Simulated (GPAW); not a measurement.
# MnGe15 (Ge32 Mn2 d4p00): which magnetic order is lowest

Wanted: the moments of MnGe15 (Ge32 Mn2 d4p00) and the energy of each order that was tried.

Program: GPAW 26.7.0. Level of theory: PBE; plane waves with GPAW's PAW setups, scalar-relativistic. Results are calculated unless marked as measured.

### Step 1. The structure

It takes space group P222_1 (No. 17, orthorhombic). The conventional cell has a = 11.316 Å, b = 11.316 Å, c = 5.658 Å, α = 90.00°, β = 90.00°, γ = 90.00°. Nearest to Mn lie 4 Ge at 2.45 Å. Nearest to Ge lie 2 Ge at 2.45 Å and 2 Mn at 2.45 Å. Nearest to Ge lie 3 Ge at 2.45 Å and 1 Mn at 2.45 Å. Nearest to Ge lie 4 Ge at 2.45 Å. Ge has 4 Ge at 2.45 Å nearest. Nearest to Ge lie 4 Ge at 2.45 Å. substitutional dopants on the host's lattice, its constants typed without a cited source, atoms not relaxed. Farther neighbours are not listed.

The cell is a made-up one and need not be a known phase.

### Step 2. Run 1 (ferro ++)

The parallel start comes first: it fits the smallest cell, keeps the most symmetry and shows whether parallel moments form.

order1.py

```python
import json
import numpy as np
from ase import Atoms
from ase.parallel import paropen, parprint
from gpaw import GPAW

atoms = Atoms(['Mn', 'Ge', 'Mn', 'Ge', 'Ge', 'Ge', 'Ge', 'Ge', 'Ge', 'Ge', 'Ge', 'Ge', 'Ge', 'Ge', 'Ge', 'Ge', 'Ge', 'Ge', 'Ge', 'Ge', 'Ge', 'Ge', 'Ge', 'Ge', 'Ge', 'Ge', 'Ge', 'Ge', 'Ge', 'Ge', 'Ge', 'Ge'],
    cell=[[11.316, 0.0, 0.0],
         [0.0, 11.316, 0.0],
         [0.0, 0.0, 5.658]],
    scaled_positions=[[0.0, 0.0, 0.0],
         [0.125, 0.125, 0.25],
         [0.0, 0.25, 0.5],
         [0.125, 0.375, 0.75],
         [0.25, 0.0, 0.5],
         [0.375, 0.125, 0.75],
         [0.25, 0.25, 0.0],
         [0.375, 0.375, 0.25],
         [0.0, 0.5, 0.0],
         [0.125, 0.625, 0.25],
         [0.0, 0.75, 0.5],
         [0.125, 0.875, 0.75],
         [0.25, 0.5, 0.5],
         [0.375, 0.625, 0.75],
         [0.25, 0.75, 0.0],
         [0.375, 0.875, 0.25],
         [0.5, 0.0, 0.0],
         [0.625, 0.125, 0.25],
         [0.5, 0.25, 0.5],
         [0.625, 0.375, 0.75],
         [0.75, 0.0, 0.5],
         [0.875, 0.125, 0.75],
         [0.75, 0.25, 0.0],
         [0.875, 0.375, 0.25],
         [0.5, 0.5, 0.0],
         [0.625, 0.625, 0.25],
         [0.5, 0.75, 0.5],
         [0.625, 0.875, 0.75],
         [0.75, 0.5, 0.5],
         [0.875, 0.625, 0.75],
         [0.75, 0.75, 0.0],
         [0.875, 0.875, 0.25]],
    pbc=True,
    magmoms=[4.5, 0.0, 4.5, 0.0, 0.0, 0.0, 0.0, 0.0, 0.0, 0.0, 0.0, 0.0, 0.0, 0.0, 0.0, 0.0, 0.0, 0.0, 0.0, 0.0, 0.0, 0.0, 0.0, 0.0, 0.0, 0.0, 0.0, 0.0, 0.0, 0.0, 0.0, 0.0])
atoms.calc = GPAW(mode={'name': 'pw', 'ecut': 450},
    xc='PBE',
    kpts={'size': (3, 3, 5), 'gamma': True},
    occupations={'name': 'fermi-dirac', 'width': 0.05},
    convergence={'density': 1e-05, 'energy': 1e-05},
    maxiter=200,
    mixer={'name': 'pulay', 'beta': 0.05, 'nmaxold': 6, 'weight': 50},
    symmetry={'tolerance': 1e-4},
    txt='order1.txt')
e = atoms.get_potential_energy(force_consistent=True)
res = {'free_energy': e, 'energy_sigma0': atoms.get_potential_energy(), 'fermi_energy': atoms.calc.get_fermi_level()}
res['moments'] = atoms.get_magnetic_moments().tolist()
res['total'] = atoms.get_magnetic_moment()
parprint('site moments (muB):', np.round(res['moments'], 3))
parprint(f"total moment: {res['total']:.3f} muB")
parprint(f'free energy: {e:.6f} eV')
atoms.calc.write('order1.gpw')
with paropen('results.json', 'w') as f:
    json.dump(res, f)
```

Started as:

```console
OMP_NUM_THREADS=1 mpirun -n 4 gpaw python order1.py > order1.log
```

Numbers of over 12 decimals in the logs are rounded to 6 here.

The program printed:

```text
site moments (muB): [ 3.191e+00 -9.000e-02  3.191e+00 -4.300e-02  6.000e-03 -7.000e-03
  6.000e-03 -4.000e-03 -1.000e-03 -3.000e-03 -1.000e-03 -4.300e-02
 -1.000e-03 -5.000e-03 -1.000e-03 -4.000e-03 -5.000e-03 -7.000e-03
 -5.000e-03 -4.000e-03  6.000e-03 -9.000e-02  6.000e-03 -4.300e-02
 -4.000e-03 -5.000e-03 -4.000e-03 -4.000e-03 -1.000e-03 -3.000e-03
 -1.000e-03 -4.300e-02]
total moment: 6.111 muB
free energy: -151.143787 eV

--- order1.txt ---
Input parameters:
  mode=PW(ecut=450),
  convergence={'density': 1e-05, 'energy': 1e-05},
  kpts=MonkhorstPack(size=(3, 3, 5), gamma=True),
  maxiter=200,
  mixer=Pulay(name='pulay', nmaxold=6, beta=0.05, weight=50, sigma=0.015, g_ss=None),
  occupations=Occupations(name='fermi-dirac', width=0.05),
  symmetry=Symmetry(tolerance=0.0001),
  xc=XC(name='PBE')

Diagonalizing LCAO Hamiltonian
Converting LCAO to pw mode
        .---------------------------.
       /|                           |
      / |                           |
     /  |  Ge            Ge         |
    /   |       Ge            Ge    |
   /  Ge|           Ge              |
  /    Ge         Ge Ge         Ge  |
 *      .--Ge------------Ge---------.
 |     / Ge Ge         Ge Ge       /
 | Mn /      Ge  Ge        Ge     /
 |   Ge Ge    Ge   Ge Ge    Ge   /
 |  /Ge            Ge           /
 | /      Ge            Ge     /
 |/                           /
 Mn------------Ge------------*

Atoms  # Å, Bohr magnetons
|    | symbol |        x |        y |        z |    initial magnetic moments |
|----|--------|----------|----------|----------|-----------------------------|
|  0 |     Mn | 0.000000 | 0.000000 | 0.000000 | ( 0.0000,  0.0000,  4.5000) |
|  1 |     Ge | 1.414500 | 1.414500 | 1.414500 | ( 0.0000,  0.0000,  0.0000) |
|  2 |     Mn | 0.000000 | 2.829000 | 2.829000 | ( 0.0000,  0.0000,  4.5000) |
|  3 |     Ge | 1.414500 | 4.243500 | 4.243500 | ( 0.0000,  0.0000,  0.0000) |
|  4 |     Ge | 2.829000 | 0.000000 | 2.829000 | ( 0.0000,  0.0000,  0.0000) |
|  5 |     Ge | 4.243500 | 1.414500 | 4.243500 | ( 0.0000,  0.0000,  0.0000) |
|  6 |     Ge | 2.829000 | 2.829000 | 0.000000 | ( 0.0000,  0.0000,  0.0000) |
|  7 |     Ge | 4.243500 | 4.243500 | 1.414500 | ( 0.0000,  0.0000,  0.0000) |
|  8 |     Ge | 0.000000 | 5.658000 | 0.000000 | ( 0.0000,  0.0000,  0.0000) |
|  9 |     Ge | 1.414500 | 7.072500 | 1.414500 | ( 0.0000,  0.0000,  0.0000) |
| 10 |     Ge | 0.000000 | 8.487000 | 2.829000 | ( 0.0000,  0.0000,  0.0000) |
| 11 |     Ge | 1.414500 | 9.901500 | 4.243500 | ( 0.0000,  0.0000,  0.0000) |
| 12 |     Ge | 2.829000 | 5.658000 | 2.829000 | ( 0.0000,  0.0000,  0.0000) |
| 13 |     Ge | 4.243500 | 7.072500 | 4.243500 | ( 0.0000,  0.0000,  0.0000) |
| 14 |     Ge | 2.829000 | 8.487000 | 0.000000 | ( 0.0000,  0.0000,  0.0000) |
| 15 |     Ge | 4.243500 | 9.901500 | 1.414500 | ( 0.0000,  0.0000,  0.0000) |
| 16 |     Ge | 5.658000 | 0.000000 | 0.000000 | ( 0.0000,  0.0000,  0.0000) |
| 17 |     Ge | 7.072500 | 1.414500 | 1.414500 | ( 0.0000,  0.0000,  0.0000) |
[...]
| 22 |     Ge | 8.487000 | 2.829000 | 0.000000 | ( 0.0000,  0.0000,  0.0000) |
| 23 |     Ge | 9.901500 | 4.243500 | 1.414500 | ( 0.0000,  0.0000,  0.0000) |
| 24 |     Ge | 5.658000 | 5.658000 | 0.000000 | ( 0.0000,  0.0000,  0.0000) |
| 25 |     Ge | 7.072500 | 7.072500 | 1.414500 | ( 0.0000,  0.0000,  0.0000) |
| 26 |     Ge | 5.658000 | 8.487000 | 2.829000 | ( 0.0000,  0.0000,  0.0000) |
| 27 |     Ge | 7.072500 | 9.901500 | 4.243500 | ( 0.0000,  0.0000,  0.0000) |
| 28 |     Ge | 8.487000 | 5.658000 | 2.829000 | ( 0.0000,  0.0000,  0.0000) |
| 29 |     Ge | 9.901500 | 7.072500 | 4.243500 | ( 0.0000,  0.0000,  0.0000) |
| 30 |     Ge | 8.487000 | 8.487000 | 0.000000 | ( 0.0000,  0.0000,  0.0000) |
| 31 |     Ge | 9.901500 | 9.901500 | 1.414500 | ( 0.0000,  0.0000,  0.0000) |

Unit cell  # Å
| periodic |         x |         y |        z |   lengths |    angles |
|----------|-----------|-----------|----------|-----------|-----------|
|      yes | 11.316000 |  0.000000 | 0.000000 | 11.316000 | 90.000000 |
|      yes |  0.000000 | 11.316000 | 0.000000 | 11.316000 | 90.000000 |
|      yes |  0.000000 |  0.000000 | 5.658000 |  5.658000 | 90.000000 |

Number of symmetries: 2

BZ-sampling:
  Number of BZ points: 45
  Number of IBZ points: 16

  Monkhorst-Pack size: [3, 3, 5]
  Monkhorst-Pack shift: [0, 0, 0]

K-points  # in reciprocal-cell coordinates
|     |                                coordinates |     weight |
|-----|--------------------------------------------|------------|
|   0 | (  0.00000000,   0.00000000,   0.00000000) | 0.02222222 |
|   1 | (  0.00000000,   0.00000000,   0.20000000) | 0.04444444 |
|   2 | (  0.00000000,   0.00000000,   0.40000000) | 0.04444444 |
|   3 | (  0.00000000,   0.33333333,   0.00000000) | 0.04444444 |
|   4 | (  0.00000000,   0.33333333,   0.20000000) | 0.08888889 |
|   5 | (  0.00000000,   0.33333333,   0.40000000) | 0.08888889 |
|   6 | (  0.33333333,   0.00000000,  -0.40000000) | 0.04444444 |
|   7 | (  0.33333333,   0.00000000,  -0.20000000) | 0.04444444 |
|   8 | (  0.33333333,   0.00000000,   0.00000000) | 0.04444444 |
|   9 | (  0.33333333,   0.00000000,   0.20000000) | 0.04444444 |
| ... |                                            |            |
|  15 | (  0.33333333,   0.33333333,   0.40000000) | 0.08888889 |

Plane wave coefficients: 15740
Cutoff: 450.000000 eV

Spin-components: 2 (collinear spins)
Bands:           100
Projectors:      162
Spin-degeneracy: 1
Datatype:        complex128

Parallelization:
  kpt:    4
  domain: 1
  band:   1

Density:
  Valence electrons: 150.0
  Components: 2
  Grid points: [56 56 28]
  Charge: 0.0  # |e|

Potential:
  Grid points: [56 56 28]

species:
  Mn:
    name:    Manganese
    Z:       25.0
    valence: 15
    core:    10
    charge:  0.0  # [|e|]
    compensation charges:
      type: gauss
      rc: 0.38  # [Å]
      lmax: 2
    cutoffs:
      filter: 2.14  # [Å]
      core: 0.86  # [Å]
    projectors
    | kind |    occ | energy [eV] | rcut [Å] |
    |------|--------|-------------|----------|
    |   3s |  2.000 |     -85.859 |    1.275 |
    |   4s |  2.000 |      -5.106 |    1.275 |
    |   3p |  6.000 |     -54.597 |    1.281 |
    |   4p |  0.000 |      -1.371 |    1.281 |
    |   3d |  5.000 |      -6.771 |    1.138 |
    |    d |        |      20.441 |    1.138 |

    Using partial waves for Mn as LCAO basis

  Ge:
    name:    Germanium
    Z:       32.0
    valence: 4
    core:    28
    charge:  0.0  # [|e|]
    compensation charges:
      type: gauss
      rc: 0.32  # [Å]
      lmax: 2
    cutoffs:
      filter: 1.77  # [Å]
      core: 3.42  # [Å]
    projectors
    | kind |    occ | energy [eV] | rcut [Å] |
    |------|--------|-------------|----------|
    |   4s |  2.000 |     -11.726 |    1.005 |
    |   4p |  2.000 |      -3.896 |    1.005 |
    |    s |        |      15.485 |    1.005 |
    |    p |        |      23.315 |    1.005 |
    |    d |        |       0.000 |    1.005 |

    Using partial waves for Ge as LCAO basis

Reference energy: -1775957.311721  # eV

eigensolver:
  PPCG
  Converge bands: occupied
  niter=2

density mixing:
  Pulay-Mixer
  Linear mixing parameters: 0.05
  Old densities: 6
  Fourier metric: weight=50, sigma=0.015

occupation numbers:
  Fermi-Dirac:
    width: 0.0500  # eV

poisson solver:
  ecut: 3600.000000  # eV

xc functional:
  name: PBE with 2 nearest neighbor stencil

convergence criteria:
- Maximum integral of absolute [dens]ity change: 1e-05 electrons / valence electron
- Maximum [total energy] change in last 3 cyles: 1e-05 eV / valence electron
- Maximum integral of absolute [eigenst]ate change: 4e-08 eV^2 / valence electron
maximum number of iterations: 200

SCF iterations
|iter     |      energy | eigst |  dens |  magmom |
|---------|-------------|-------|-------|---------|
|iter:   1|       0s | -152.028702 | +0.04 |       |  +9.0194|
|iter:   2|      46s | -151.130518 | -1.39 | -0.89 |  +8.8943|
|iter:   3|      91s | -151.023652 | -2.23 | -0.94 |  +8.7354|
|iter:   4|     139s | -151.306487 | -1.35 | -0.98 |  +7.0619|
|iter:   5|     186s | -151.080561 | -2.25 | -1.51 |  +6.9796|
|iter:   6|     232s | -151.106021 | -2.48 | -1.63 |  +6.6798|
|iter:   7|     277s | -151.105058 | -3.50 | -1.88 |  +6.6375|
|iter:   8|     323s | -151.113098 | -3.11 | -1.92 |  +6.3681|
|iter:   9|     370s | -151.111504 | -4.46 | -2.24 |  +6.3822|
|iter:  10|     415s | -151.114427 | -3.67 | -2.25 |  +6.3064|
[... 14 iterations left out ...]
|iter:  25|    1049s | -151.121651c| -7.52c| -3.98 |  +6.1068|
|iter:  26|    1093s | -151.121646c| -7.63c| -4.10 |  +6.1089|
|iter:  27|    1118s | -151.121646c| -8.68c| -4.22 |  +6.1090|
|iter:  28|    1154s | -151.121646c| -7.54c| -4.24 |  +6.1102|
|iter:  29|    1179s | -151.121645c| -7.97c| -4.45 |  +6.1105|
|iter:  30|    1201s | -151.121644c| -8.15c| -4.56 |  +6.1105|
|iter:  31|    1225s | -151.121644c| -8.54c| -4.63 |  +6.1107|
|iter:  32|    1246s | -151.121644c| -8.18c| -4.69 |  +6.1108|
|iter:  33|    1268s | -151.121645c| -8.45c| -4.93 |  +6.1107|
|iter:  34|    1290s | -151.121646c| -8.53c| -5.05c|  +6.1106|

Converged in 34 steps
Energy contributions relative to reference atoms: (reference = -1775957.311721)

Energy contributions:
  Kinetic:         401.641134
  Coulomb:        -358.567120
  Zero:              0.469203
  External:          0.000000
  Xc:             -194.642721
  Entropy:          -0.044282
  Spinorbit:         0.000000
  ----------------------------
  Free energy:    -151.143787
  Extrapolated:   -151.121646

dipole moment: (-124.474339, -135.949387, -141.789656)  # |e|*Ang

Total magnetic moment: (0.000000, 0.000000, 6.110569)

Local magnetic moments
|        x |        y |         z |
|----------|----------|-----------|
| 0.000000 | 0.000000 |  3.191036 |  # Mn   0
| 0.000000 | 0.000000 | -0.089598 |  # Ge   1
| 0.000000 | 0.000000 |  3.191036 |  # Mn   2
| 0.000000 | 0.000000 | -0.042941 |  # Ge   3
| 0.000000 | 0.000000 |  0.006093 |  # Ge   4
| 0.000000 | 0.000000 | -0.006612 |  # Ge   5
| 0.000000 | 0.000000 |  0.006093 |  # Ge   6
| 0.000000 | 0.000000 | -0.004339 |  # Ge   7
| 0.000000 | 0.000000 | -0.001362 |  # Ge   8
| 0.000000 | 0.000000 | -0.003374 |  # Ge   9
| 0.000000 | 0.000000 | -0.001362 |  # Ge  10
| 0.000000 | 0.000000 | -0.042941 |  # Ge  11
| 0.000000 | 0.000000 | -0.000831 |  # Ge  12
| 0.000000 | 0.000000 | -0.005251 |  # Ge  13
| 0.000000 | 0.000000 | -0.000831 |  # Ge  14
| 0.000000 | 0.000000 | -0.004339 |  # Ge  15
[...]
| 0.000000 | 0.000000 |  0.006093 |  # Ge  22
| 0.000000 | 0.000000 | -0.042941 |  # Ge  23
| 0.000000 | 0.000000 | -0.004095 |  # Ge  24
| 0.000000 | 0.000000 | -0.005251 |  # Ge  25
| 0.000000 | 0.000000 | -0.004095 |  # Ge  26
| 0.000000 | 0.000000 | -0.004339 |  # Ge  27
| 0.000000 | 0.000000 | -0.000831 |  # Ge  28
| 0.000000 | 0.000000 | -0.003374 |  # Ge  29
| 0.000000 | 0.000000 | -0.000831 |  # Ge  30
| 0.000000 | 0.000000 | -0.042941 |  # Ge  31

Fermi level: 5.407
Eigenvalues  # (at kpt = [0.000, 0.000, 0.000])
| band index |      eig [eV] | occ [0-1] |      eig [eV] | occ [0-1] |
|------------|---------------|-----------|---------------|-----------|
|          0 |       -75.265 |     1.000 |       -71.738 |     1.000 |
|        ... |               |           |               |           |
|         67 |         3.885 |     1.000 |         4.540 |     1.000 |
|         68 |         3.932 |     1.000 |         4.792 |     1.000 |
|         69 |         3.993 |     1.000 |         5.246 |     0.962 |
|         70 |         4.036 |     1.000 |         5.387 |     0.601 |
|         71 |         4.132 |     1.000 |         5.389 |     0.589 |
|         72 |         4.170 |     1.000 |         5.785 |     0.001 |
|         73 |         4.829 |     1.000 |         5.794 |     0.000 |
|         74 |         4.865 |     1.000 |         6.211 |     0.000 |
|         75 |         4.887 |     1.000 |         6.314 |     0.000 |
|         76 |         5.104 |     0.998 |         6.436 |     0.000 |
|         77 |         5.245 |     0.963 |         6.495 |     0.000 |
|         78 |         5.570 |     0.037 |         6.540 |     0.000 |
|         79 |         6.368 |     0.000 |         6.624 |     0.000 |
|         80 |         6.622 |     0.000 |         6.738 |     0.000 |
|         81 |         6.693 |     0.000 |         6.760 |     0.000 |
|         82 |         6.717 |     0.000 |         6.969 |     0.000 |
|        ... |               |           |               |           |
|         99 |         8.828 |     0.000 |         8.910 |     0.000 |

No gap
No difference between direct/indirect transitions
```

The job ended after 23 min (4 MPI ranks of Intel Xeon at 2.70GHz, shared host; peak memory 2.7 GiB).

Spin moment in the augmentation sphere by element, in μB:

```tsv
element	atoms	mean	spread (r.m.s.)	least	largest
Mn	2	3.19	0.00	3.19	3.19
Ge	30	-0.01	0.02	-0.09	0.01
```

The atoms farthest from the mean of their element:

```tsv
atom	x, y, z (Å)	spin moment in the augmentation sphere (μB)
Ge2	1.41, 1.41, 1.41	-0.09
Ge22	9.90, 1.41, 4.24	-0.09
Ge12	1.41, 9.90, 4.24	-0.04
Ge4	1.41, 4.24, 4.24	-0.04
Ge24	9.90, 4.24, 1.41	-0.04
Ge32	9.90, 9.90, 1.41	-0.04
Ge5	2.83, 0.00, 2.83	0.01
Ge7	2.83, 2.83, 0.00	0.01
```

Read from the output:

| Item | Value |
| --- | --- |
| magnetization | 6.111 μB |
| final state | ferromagnetic |

After 34 cycles the largest moment stands at 3.19 μB.

[end of part 1 of 2]

[Logs and program files are shortened in this print: banners, set-up blocks, solver, clock and traceback lines can be left out without a mark of their own.]

[Logs are printed without paths, hosts, clocks, repeated set-up lines and the standing remarks that a program may print on its own settings, such as how far it seeks lower states.]

[Hosts, paths, dates, database ids (printed as entryN), source tags and the programs' standing remarks are cut or masked in the printed files.]

[Where a cell is said to come from a database of computed structures, the database is the Materials Project.]
